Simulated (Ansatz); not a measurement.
# LiPtF3 (built on the sites of a database entry of KPdF3): a soft mode frozen in

Wanted: the energy along a soft mode of LiPtF3 (built on the sites of a database entry of KPdF3) and the structure at the end.

Method: DFT LDA, scalar-relativistic, plane waves, PAW, in Ansatz 0.2.0.

The structure was built from a prototype and need not be the compound's stable phase.

### 1. The starting structure

Symmetry: Pm-3m, No. 221, cubic system. The conventional cell has a = 4.209 Å, b = 4.209 Å, c = 4.209 Å, α = 90.00°, β = 90.00°, γ = 90.00°. Nearest to Li lie 12 F at 2.98 Å. Nearest to Pt lie 6 F at 2.10 Å. Nearest to F lie 2 Pt at 2.10 Å. Farther neighbours and most contacts between anions are not listed.

### 2. The dispersion

The cell comes from relaxations at this level that are not shown. Stability and thermal properties need the whole zone. Linear response on a 4×4×4 q mesh gives force constants as far as a supercell of that size would.

File input.yaml:

```yaml
crystal:
  lattice:
    - [4.2088759491, 0.0, 0.0]
    - [0.0, 4.2088759491, 0.0]
    - [0.0, 0.0, 4.2088759491]
  atoms:
    - { symbol: Li, position: [0.5, 0.5, 0.5] }
    - { symbol: Pt, position: [0.0, 0.0, 0.0] }
    - { symbol: F, position: [0.0, 0.5, 0.0] }
    - { symbol: F, position: [0.0, 0.0, 0.5] }
    - { symbol: F, position: [0.5, 0.0, 0.0] }
kpoints:
  mp_grid: { grid: [8, 8, 8] }
hamiltonian:
  xc: lda
scf:
  occupations: { method: methfessel_paxton, width: 0.2 }
output:
  eigenvalues: true
phonons:
  method: dfpt
  qmesh: [4, 4, 4]
  temperatures: { t_max: 1000, t_step: 50 }
  qpath:
    path:
      - [[0.0, 0.0, 0.0], [0.0, 0.5, 0.0], [0.5, 0.5, 0.0], [0.0, 0.0, 0.0], [0.5, 0.5, 0.5], [0.0, 0.5, 0.0]]
      - [[0.5, 0.5, 0.5], [0.5, 0.5, 0.0]]
    npoints: 10
```

Command:

```bash
> ansatz run input.yaml --threads 8 --pin off --max-ram 14336MiB --backend cpu --events-out ev --progress --plain --runs-dir out
```

Numbers of over 12 decimals in the logs are rounded to 6 here.

The program printed:

```text
Engine: ansatz 0.2.0, aarch64-unknown-linux-gnu
Pseudopotentials: kind: paw
Pseudopotential: Li, paw, valence charge 3, recommended cutoff 420 eV (normal), Li.paw.azcp
Pseudopotential: Pt, paw, valence charge 18, recommended cutoff 420 eV (normal), Pt.paw.azcp
Pseudopotential: F, paw, valence charge 7, recommended cutoff 420 eV (normal), F.paw.azcp
Functional definition: SPW92
  exchange = slater_x
  correlation = pw_c
Crystal: 5 atoms, lattice volume = 74.559 Å³
Basis set: ecut = 420 eV, 1419 PW (Γ), exchange–correlation on 60×60×60 points (8 copies of the dense FFT grid, shifted against one another)
Bands: 26, of which v1, the nominal top of the filled ones, is band 21 counted from 1 (20 counted from 0)
Symmetry: 48 space group operations
k-points: 35 of 512
Non-local potential: Li, projectors of the file, l = 0: 3, l = 1: 2, l = 2: 1
Non-local potential: Pt, projectors of the file, l = 0: 3, l = 1: 2, l = 2: 2, l = 3: 1
Non-local potential: F, projectors of the file, l = 0: 2, l = 1: 2, l = 2: 1
PAW form: soft (Blöchl's): semilocal exchange-correlation on the pseudo side does not see the compensation charge
PAW frozen core: Pt, regenerated for the run's functional, and the local potential with it (the file was generated under x = pbe(κ = 0.804, μ = 0.219515), c = pbe(β = 0.066725))
PAW frozen core: F, regenerated for the run's functional, and the local potential with it (the file was generated under x = pbe(κ = 0.804, μ = 0.219515), c = pbe(β = 0.066725))
PAW one-centre angular grid: Li, 110 points (default); XC on 64 Gauss nodes
PAW one-centre angular grid: Pt, 590 points (default); XC on 64 Gauss nodes
PAW one-centre angular grid: F, 110 points (default); XC on 64 Gauss nodes
Initial density: superposition of atomic densities (neutral atoms: chi_scale 0, normalization atom), corrected by the library's trained network
Initial wavefunctions: pseudopotential atomic-orbital guess
Functional: x = slater, c = lda
SCF iter   1: F=—  HF=-14825.586362 eV  |F-HF|=—  |Δ(HF+E_count)|=         —  Δρ=1.60e-2  dr2=1.33e-1  ethr=1.77e-3  ⟨swp⟩=5.1  Hψ=3408  notcnv=0
preconditioner: auto → none  [metal: Δε(μ)=0.050 eV  Ē_g=12.369 eV  σ=0.200 eV  W_gap=0.20  n_scr=18 (ndim 8)  ℏωp=24.3 eV  f_vac=0.284  D(μ)=0.78/eV (n_scr^D=0)  sad-step TF]
SCF iter   2: F=—  HF=-14825.549202 eV  |F-HF|=—  |Δ(HF+E_count)|=   3.72e-2  S|Δr|=    0.00e0  Δρ=3.99e-3  dr2=9.95e-3  ethr=3.17e-4  ⟨swp⟩=2.4  Hψ=1652  notcnv=0  defer=7
SCF iter   3: F=—  HF=-14825.547300 eV  |F-HF|=—  |Δ(HF+E_count)|=   1.90e-3  S|Δr|=    0.00e0  Δρ=2.49e-3  dr2=4.83e-3  ethr=2.37e-5  ⟨swp⟩=2.1  Hψ=1367  notcnv=0  defer=8
SCF iter   4: F=—  HF=-14825.546197 eV  |F-HF|=—  |Δ(HF+E_count)|=   1.10e-3  S|Δr|=    0.00e0  Δρ=1.06e-3  dr2=4.05e-4  ethr=1.15e-5  ⟨swp⟩=2.0  Hψ=1349  notcnv=0  defer=8
SCF iter   5: F=—  HF=-14825.546105 eV  |F-HF|=—  |Δ(HF+E_count)|=   9.20e-5  S|Δr|=    0.00e0  Δρ=1.96e-4  dr2=1.31e-5  ethr=9.65e-7  ⟨swp⟩=2.7  Hψ=1588  notcnv=0  defer=8
SCF iter   6: F=—  HF=-14825.546109 eV  |F-HF|=—  |Δ(HF+E_count)|=   3.75e-6  S|Δr|=    0.00e0  Δρ=1.61e-5  dr2=8.32e-8  ethr=3.12e-8  ⟨swp⟩=2.5  Hψ=1479  notcnv=0  defer=8
SCF iter   7: F=—  HF=-14825.546108 eV  |F-HF|=—  |Δ(HF+E_count)|=   1.25e-7  S|Δr|=    0.00e0  Δρ=1.18e-6  dr2=6.17e-10  ethr=1.98e-10  ⟨swp⟩=2.0  Hψ=1632  notcnv=0  defer=7
SCF iter   8: F=—  HF=-14825.546108 eV  |F-HF|=—  |Δ(HF+E_count)|=  5.78e-10  S|Δr|=    0.00e0  Δρ=1.64e-7  dr2=1.17e-11  ethr=1.47e-12  ⟨swp⟩=2.0  Hψ=1481  notcnv=0  defer=7
SCF iter   9: F=-14825.546108 eV  HF=-14825.546108 eV  |F-HF|=7.28e-12  |Δ(HF+E_count)|=  7.28e-12  S|Δr|=    0.00e0  Δρ=2.21e-8  dr2=1.98e-13  ethr=1.00e-12  ⟨swp⟩=6.3  Hψ=3486  notcnv=0
SCF 1 converged in 9 iterations: F = -14825.546108 eV  dr2 = 1.98e-13
  greatest PAW one-centre occupation: 1.000 electrons in one spin orbital (limit 2), on the Pt atom at site 1 (counted from 0), in its partial waves of l = 0
Initial density: read from a saved state, or passed on in memory by an earlier SCF of this step, an earlier step, the calling program or the single point that the run made first
iter 1 solved again at ethr=1.86e-7 eV; its pass at ethr=3.10e-3 eV (dr2=7.83e-5 eV) is discarded
SCF iter   1: F=—  HF=-14825.546115 eV  |F-HF|=—  |Δ(HF+E_count)|=         —  Δρ=6.54e-7  dr2=1.98e-10  ethr=1.86e-7  ⟨swp⟩=3.0  Hψ=5666  notcnv=0
eigensolver tolerance schedule: the retry pair's looser diagonalisation over-reported the residual by 395017.22 of it (diagonalisation noise at an unbounded share of the residual, at the tolerance the schedule requests for it); recorded, not acted on — ethr = c·dr2/N_el stays at c = 1.0e-1
preconditioner: auto → none  [metal: Δε(μ)=0.050 eV  Ē_g=12.517 eV  σ=0.200 eV  W_gap=0.21  n_scr=18 (ndim 8)  ℏωp=24.3 eV  f_vac=0.275  D(μ)=0.74/eV (n_scr^D=0)]
SCF iter   2: F=—  HF=-14825.546108 eV  |F-HF|=—  |Δ(HF+E_count)|=   6.76e-6  S|Δr|=    0.00e0  Δρ=6.92e-7  dr2=2.42e-10  ethr=1.00e-12  ⟨swp⟩=3.1  Hψ=2237  notcnv=0
SCF iter   3: F=—  HF=-14825.546108 eV  |F-HF|=—  |Δ(HF+E_count)|=  6.91e-11  S|Δr|=    0.00e0  Δρ=2.81e-7  dr2=3.91e-11  ethr=1.00e-12  ⟨swp⟩=1.9  Hψ=1233  notcnv=0
SCF iter   4: F=—  HF=-14825.546108 eV  |F-HF|=—  |Δ(HF+E_count)|=  1.09e-11  S|Δr|=    0.00e0  Δρ=1.99e-7  dr2=1.86e-11  ethr=1.00e-12  ⟨swp⟩=1.0  Hψ=910  notcnv=0
SCF iter   5: F=—  HF=-14825.546108 eV  |F-HF|=—  |Δ(HF+E_count)|=    0.00e0  S|Δr|=    0.00e0  Δρ=1.54e-7  dr2=1.11e-11  ethr=1.00e-12  ⟨swp⟩=2.0  Hψ=1502  notcnv=0
SCF iter   6: F=-14825.546108 eV  HF=-14825.546108 eV  |F-HF|=3.64e-12  |Δ(HF+E_count)|=  7.28e-12  S|Δr|=    0.00e0  Δρ=5.07e-8  dr2=1.17e-12  ethr=1.00e-12  ⟨swp⟩=2.0  Hψ=1787  notcnv=0
SCF 2 converged in 6 iterations: F = -14825.546108 eV  dr2 = 1.17e-12
phonons: the bands overlap, so this run is a metal and interpolates without the dipole-dipole term. If the crystal is really an insulator or semiconductor, its LO-TO splitting is missing
NSCF: frozen V_eff on 35 k-points
NSCF: frozen V_eff on 125 k-points
DFPT response loops at q = (0, 0, 0) (fractional): preconditioner auto → none (partly filled bands, converged f_vac=0.275); β = 0.50; Broyden in place of MSR1
NSCF: frozen V_eff on 400 k-points
DFPT response loops at q = (0, 0, 0.25) (fractional): mixed as the last ones told, above
NSCF: frozen V_eff on 250 k-points
DFPT response loops at q = (0, 0, -0.5) (fractional): mixed as the last ones told, above
NSCF: frozen V_eff on 640 k-points
DFPT response loops at q = (0, 0.25, 0.25) (fractional): mixed as the last ones told, above
NSCF: frozen V_eff on 400 k-points
DFPT response loops at q = (0, 0.25, -0.5) (fractional): mixed as the last ones told, above
NSCF: frozen V_eff on 250 k-points
DFPT response loops at q = (0, -0.5, -0.5) (fractional): mixed as the last ones told, above
NSCF: frozen V_eff on 1024 k-points
DFPT response loops at q = (0.25, 0.25, 0.25) (fractional): mixed as the last ones told, above
NSCF: frozen V_eff on 640 k-points
DFPT response loops at q = (0.25, 0.25, -0.5) (fractional): mixed as the last ones told, above
NSCF: frozen V_eff on 400 k-points
DFPT response loops at q = (0.25, -0.5, -0.5) (fractional): mixed as the last ones told, above
NSCF: frozen V_eff on 250 k-points
DFPT response loops at q = (-0.5, -0.5, -0.5) (fractional): mixed as the last ones told, above
SCF converged after 9 iterations
Stability not checked: this state was not tested for a lower state beside it, because cold or Methfessel-Paxton smearing, or corrected tetrahedra, fill the levels in a way that the test cannot read (fill_not_monotonic; see scf.lower_state_search)
Free energy (F): -14825.546108 eV
Harris-Foulkes:  -14825.546108 eV  (|F-HF|=7.28e-12)
Internal energy: -14825.547969 eV  (E = F + TS)
E sigma→0 (E₀):  -14825.546574 eV
Entropy (-TS):   0.001861 eV (0.372 meV/atom)
Fermi energy:    6.382456 eV
--- Per-component energies (eV) ---
  E_band       = -613.805985
  E_kinetic    = 1272.099590
  E_local      = -5277.141089  (includes V_loc(G=0)·N_el)
  E_nonlocal   = 405.061196
  E_hartree    = 2053.278229
  E_xc         = -500.831064
  E_vxc        = -614.060371  (∫ρ·V_xc dr)
  E_paw        = -9758.375330  (= ΣΔE_a)
  E_vpaw       = -506.327930  (= ΣTr[D̂ρ^β])
  E_aug_tail   = 0.006159  (compensation charges beyond the density's cutoff)
  E_ewald      = -3020.449283
  E_core_change = 0.803625  (= ΣΔE_core)
  E_smearing   = 0.001861  (= −TS)
  E_closure    = 0.000000  (closes the sum)
  Σ components = -14825.546108   (vs F -14825.546108, Δ=0.00e0)
--- Band table (eV; the first three rows and the last of 35) ---
  k-point 0: bands = [... 17 lower, 3.7755, 3.7755, 3.7755, 4.8811, 4.8811, 6.1481, 11.4932, 13.2093, ... 1 higher]
  k-point 1: bands = [... 17 lower, 3.7787, 3.9538, 3.9538, 4.8830, 5.2248, 6.4201, 11.4871, 12.6457, ... 1 higher]
  k-point 2: bands = [... 17 lower, 3.7866, 4.3439, 4.3439, 4.8874, 5.6857, 7.2690, 11.0356, 12.4420, ... 1 higher]
  k-point 34: bands = [... 17 lower, 5.4606, 5.4606, 5.4606, 8.4248, 8.4248, 10.6100, 11.9914, 11.9914, ... 1 higher]
--- Phonons (Γ-DFPT): 4 representative perturbations + reference (Σ response iterations 13) ---
  ASR residual: 1.809e-5 → 0.000e0 eV/Å²; symmetrization residual: 1.114e-6 eV/Å²
  ASR residual per site (eV/Å²): 6.81e-8 1.81e-5 1.69e-5 1.69e-5 1.69e-5
  Γ frequencies (cm⁻¹): -219.85 -219.85 -219.85 0.00 0.00 0.00 77.88 77.88 77.88 139.39 139.39 139.39 509.88 509.88 509.88
--- Phonons (arbitrary-q DFPT): 10 irreducible q on the 4×4×4 mesh ---
  q = [0.0000, 0.0000, 0.0000] (star 1, of the zone-centre solve; hermiticity 1.12e-7, symmetrization 7.46e-13): -219.85 -219.85 -219.85 -0.00 -0.00 0.00 77.88 77.88 77.88 139.39 139.39 139.39 509.88 509.88 509.88
  q = [0.0000, 0.0000, 0.2500] (star 6, 9 solved perturbations in 1560 linear systems a pass and spin channel, the states on 200 of 512 k-point pairs; hermiticity 1.68e-7, symmetrization 1.49e-13): -215.81 -215.81 -161.23 -32.96 -32.96 47.30 47.30 81.93 83.06 120.69 120.69 157.81 395.26 509.67 509.67
  q = [0.0000, 0.0000, -0.5000] (star 3, 9 solved perturbations in 975 linear systems a pass and spin channel, the states on 125 of 512 k-point pairs; hermiticity 2.22e-7, symmetrization 3.30e-13): -213.06 -213.06 -77.42 -77.42 -18.66 -18.66 18.55 82.71 90.08 98.24 98.24 202.36 232.45 509.30 509.30
  q = [0.0000, 0.2500, 0.2500] (star 12, 9 solved perturbations in 2460 linear systems a pass and spin channel, the states on 320 of 512 k-point pairs; hermiticity 1.43e-7, symmetrization 4.10e-14): -210.69 -204.33 -159.46 -61.11 -49.14 -45.76 47.95 71.07 86.78 99.85 158.49 163.83 350.61 424.26 509.49
  q = [0.0000, 0.2500, -0.5000] (star 12, 15 solved perturbations on 200 of 512 k-point pairs; hermiticity 2.04e-7, symmetrization 6.35e-13): -205.96 -199.66 -153.92 -103.61 -96.04 -67.16 46.87 65.67 76.98 112.22 169.02 206.05 211.40 401.06 509.14
  q = [0.0000, -0.5000, -0.5000] (star 3, 9 solved perturbations in 975 linear systems a pass and spin channel, the states on 125 of 512 k-point pairs; hermiticity 2.30e-7, symmetrization 3.39e-14): -196.73 -186.72 -186.72 -134.19 -114.91 -114.91 -46.99 58.96 123.62 123.62 175.41 212.42 212.42 282.65 508.76
  q = [0.2500, 0.2500, 0.2500] (star 8, 4 solved perturbations in 1376 linear systems a pass and spin channel, the states on 512 of 512 k-point pairs; hermiticity 1.17e-7, symmetrization 3.65e-13): -210.84 -210.84 -160.01 -72.76 -72.76 -65.25 21.17 79.91 79.91 148.07 148.07 166.28 350.53 350.53 447.06
  q = [0.2500, 0.2500, -0.5000] (star 12, 9 solved perturbations in 2460 linear systems a pass and spin channel, the states on 320 of 512 k-point pairs; hermiticity 1.47e-7, symmetrization 2.83e-13): -217.80 -194.71 -187.23 -117.21 -104.86 -76.99 71.14 87.13 109.20 116.59 164.86 201.43 202.76 343.78 437.45
  q = [0.2500, -0.5000, -0.5000] (star 6, 9 solved perturbations in 1560 linear systems a pass and spin channel, the states on 200 of 512 k-point pairs; hermiticity 1.70e-7, symmetrization 1.60e-13): -214.32 -208.76 -208.76 -134.43 -114.22 -114.22 92.46 99.89 126.46 126.46 160.79 199.57 199.57 234.77 417.97
  q = [-0.5000, -0.5000, -0.5000] (star 1, 4 solved perturbations in 350 linear systems a pass and spin channel, the states on 125 of 512 k-point pairs; hermiticity 1.12e-8, symmetrization 4.60e-13): -225.36 -225.36 -225.36 -134.68 -134.68 -134.68 140.51 140.51 140.51 163.83 163.83 179.39 179.39 179.39 365.70
  sum rule: each row above includes the acoustic sum rule's correction from the zone centre's row sums; it moved no ω² by more than (0.49 cm⁻¹)²
  mesh force constants: q→R imaginary residual 3.25e-19; ASR residual 1.809e-5 → 0.000e0 eV/Å²; symmetrization residual 1.066e-14 eV/Å²
  interpolated dispersion: 62 rows × 15 modes
  density of states and harmonic sums: on the 16×16×16 q-mesh, interpolated from the force constants of a 4×4×4 supercell (no non-analytic term)
  largest difference from the sums on the solved wave vectors: F 3.49e-2 eV, S 4.46e-5 and C_V 9.70e-6 eV/K
  zero-point energy: 0.112999 eV/cell   skipped modes (ω ≤ 0): 959, of them read as no rigid motion or as one in doubt: 956 (5.840e0 modes/cell left out, lowest -225.36 cm⁻¹)   left out of the sums: 3.89e-1 of the cell's modes: C_V's classical limit lies that fraction below 3 k_B per atom; for a crystal, a wire or a layer, F and S can be off by more, and a phonons.interpolated_qmesh denser along its periods is the remedy for the sampling
```

It took 11 min on 8 threads of Arm Neoverse N1, shared host; peak memory 2.3 GiB.

Reading the cycles: dr2 is the Hartree energy of the density residual (eV), the measure of convergence; HF is the Harris–Foulkes estimate of the energy, which meets the free energy F at convergence.

This step gave:

| Property | Result |
| --- | --- |
| volume per atom | 14.91 Å³ |
| gap on the k-mesh | 0 eV |
| sum-rule residual before enforcement | 1.81e-5 eV/Å² |
| lowest frequency on the path | -225.4 cm⁻¹ |
| point group | m-3m |
| highest frequency on the path or at a solved wavevector | 509.9 cm⁻¹ |
| highest optical mode at the zone centre (no LO-TO term) | 509.9 cm⁻¹ |
| lowest optical zone-centre mode | -219.8 cm⁻¹ |
| lowest mode on the q mesh (acoustic modes at Γ apart) | -225.4 cm⁻¹ |

Frequencies (cm⁻¹) solved at each irreducible wavevector; negative means imaginary. Frequencies by wavevector, by row:

| q in reciprocal lattice units | star | mode 1 | mode 2 | mode 3 | mode 4 | mode 13 | mode 14 | mode 15 |
| --- | --- | --- | --- | --- | --- | --- | --- | --- |
| 0 0 0 | 1 | -219.8 | -219.8 | -219.8 | 0 | 509.9 | 509.9 | 509.9 |
| 0 0 0.25 | 6 | -215.8 | -215.8 | -161.2 | -33 | 395.3 | 509.7 | 509.7 |
| 0 0 -0.5 | 3 | -213.1 | -213.1 | -77.4 | -77.4 | 232.4 | 509.3 | 509.3 |
| 0 0.25 0.25 | 12 | -210.7 | -204.3 | -159.5 | -61.1 | 350.6 | 424.3 | 509.5 |
| 0 0.25 -0.5 | 12 | -206 | -199.7 | -153.9 | -103.6 | 211.4 | 401.1 | 509.1 |
| 0 -0.5 -0.5 | 3 | -196.7 | -186.7 | -186.7 | -134.2 | 212.4 | 282.6 | 508.8 |
| 0.25 0.25 0.25 | 8 | -210.8 | -210.8 | -160 | -72.8 | 350.5 | 350.5 | 447.1 |
| 0.25 0.25 -0.5 | 12 | -217.8 | -194.7 | -187.2 | -117.2 | 202.8 | 343.8 | 437.4 |
| 0.25 -0.5 -0.5 | 6 | -214.3 | -208.8 | -208.8 | -134.4 | 199.6 | 234.8 | 418 |
| -0.5 -0.5 -0.5 | 1 | -225.4 | -225.4 | -225.4 | -134.7 | 179.4 | 179.4 | 365.7 |

Interpolated from a 4×4×4 q mesh. Phonon branches along the path, in cm⁻¹:

| point | branch 1 | branch 2 | branch 3 | branch 4 | branch 12 | branch 13 | branch 14 | branch 15 |
| --- | --- | --- | --- | --- | --- | --- | --- | --- |
| Γ | -220 | -220 | -220 | 0 | 139 | 510 | 510 | 510 |
| halfway | -216 | -216 | -161 | -33 | 158 | 395 | 510 | 510 |
| X | -213 | -213 | -77 | -77 | 202 | 232 | 509 | 509 |
| halfway | -206 | -200 | -154 | -104 | 206 | 211 | 401 | 509 |
| M | -197 | -187 | -187 | -134 | 212 | 212 | 283 | 509 |
| halfway | -211 | -204 | -160 | -61 | 164 | 351 | 424 | 510 |
| Γ | -220 | -220 | -220 | 0 | 139 | 510 | 510 | 510 |
| halfway | -211 | -211 | -160 | -73 | 166 | 350 | 350 | 447 |
| R | -225 | -225 | -225 | -135 | 179 | 179 | 179 | 366 |
| halfway | -218 | -195 | -187 | -117 | 201 | 203 | 344 | 438 |
| X | -213 | -213 | -77 | -77 | 202 | 232 | 509 | 509 |
| jump to R | -225 | -225 | -225 | -135 | 179 | 179 | 179 | 366 |
| halfway | -214 | -209 | -209 | -134 | 200 | 200 | 235 | 418 |
| M | -197 | -187 | -187 | -134 | 212 | 212 | 283 | 509 |

Symmetry leaves 10 wavevectors to solve. The lowest mode among them, the acoustic zeros apart, lies at q = (-0.5, -0.5, -0.5) and is imaginary, 225.4i cm⁻¹, so the energy falls along it.

### 3. The mode frozen in, largest atomic shift 0 Å

The mode followed lies at q = (-0.5, -0.5, -0.5) with frequency 225.4i cm⁻¹ and is 3-fold degenerate, the softest among the wavevectors solved. At small amplitude the distorted cell has space group no. 139 by a symmetry search on the positions. The undistorted cell that holds it gives the zero of energy on the same k mesh.

System of this step: LiPtF3 (built on the sites of a database entry of KPdF3). It takes space group Pm-3m (No. 221, cubic). The conventional cell has a = 4.209 Å, b = 4.209 Å, c = 4.209 Å, α = 90.00°, β = 90.00°, γ = 90.00°. Li has 12 F at 2.98 Å nearest. Pt has 6 F at 2.10 Å nearest. F has 2 Pt at 2.10 Å nearest. Farther neighbours and most contacts between anions are not listed.

File input.yaml:

```yaml
crystal:
  lattice:
    - [4.2088759491, 4.2088759491, 0.0]
    - [4.2088759491, 0.0, 4.2088759491]
    - [4.2088759491, 0.0, -4.2088759491]
  atoms:
    - { symbol: Li, position: [0.5, 0.25, 0.75] }
    - { symbol: Li, position: [0.5, 0.75, 0.25] }
    - { symbol: Pt, position: [0.0, 0.0, 0.0] }
    - { symbol: Pt, position: [0.0, 0.5, 0.5] }
    - { symbol: F, position: [0.5, 0.75, 0.75] }
    - { symbol: F, position: [0.5, 0.25, 0.25] }
    - { symbol: F, position: [0.0, 0.25, 0.75] }
    - { symbol: F, position: [0.0, 0.75, 0.25] }
    - { symbol: F, position: [0.0, 0.25, 0.25] }
    - { symbol: F, position: [0.0, 0.75, 0.75] }
kpoints:
  mp_grid: { grid: [8, 8, 8] }
hamiltonian:
  xc: lda
scf:
  occupations: { method: methfessel_paxton, width: 0.2 }
output:
  forces: true
  stress: true
  eigenvalues: true
```

The program printed:

```text
[...]
Crystal: 10 atoms, lattice volume = 149.117 Å³
Basis set: ecut = 420 eV, 2891 PW (Γ)
Bands: 52, of which v1, the nominal top of the filled ones, is band 42 counted from 1 (41 counted from 0)
Symmetry: 96 space group operations
[...]
k-points: 29 of 512
[...]
k-point 0: bands = [... 38 lower, 4.8740, 5.4549, 5.4549, 5.4549, 6.1469, 8.4202, 8.4202, 10.6102, ... 6 higher]
  k-point 1: bands = [... 38 lower, 5.0336, 5.3952, 5.4048, 5.4048, 6.3313, 8.2795, 8.2795, 10.6099, ... 6 higher]
  k-point 2: bands = [... 38 lower, 5.2591, 5.2591, 5.4603, 5.4603, 6.8334, 7.8928, 7.8928, 10.1639, ... 6 higher]
  k-point 28: bands = [... 38 lower, 5.1206, 5.1206, 5.3374, 5.3374, 7.2701, 7.2701, 9.5997, 9.5997, ... 6 higher]
[key lines of the parts left out:]
SCF converged after 6 iterations
Free energy (F): -29651.054648 eV
Fermi energy:    6.386945 eV
P = ⅓ Tr σ = 0.0195 GPa (0.195 kbar)
```

The job ended after 2.8 s (8 threads; peak memory 0.68 GiB; 20 s of CPU time).

This step gave:

```
pressure                         : 0.01953 GPa
energy from the undistorted cell : 0 meV/atom
```

The run ends at a pressure of 0.02 GPa.

(Continued in part 2 of 2.)

[Logs are printed without paths, hosts, clocks, repeated set-up lines and the standing remarks that a program may print on its own settings, such as how far it seeks lower states.]

[Hosts, paths, dates, database ids (printed as entryN), source tags and the programs' standing remarks are cut or masked in the printed files.]
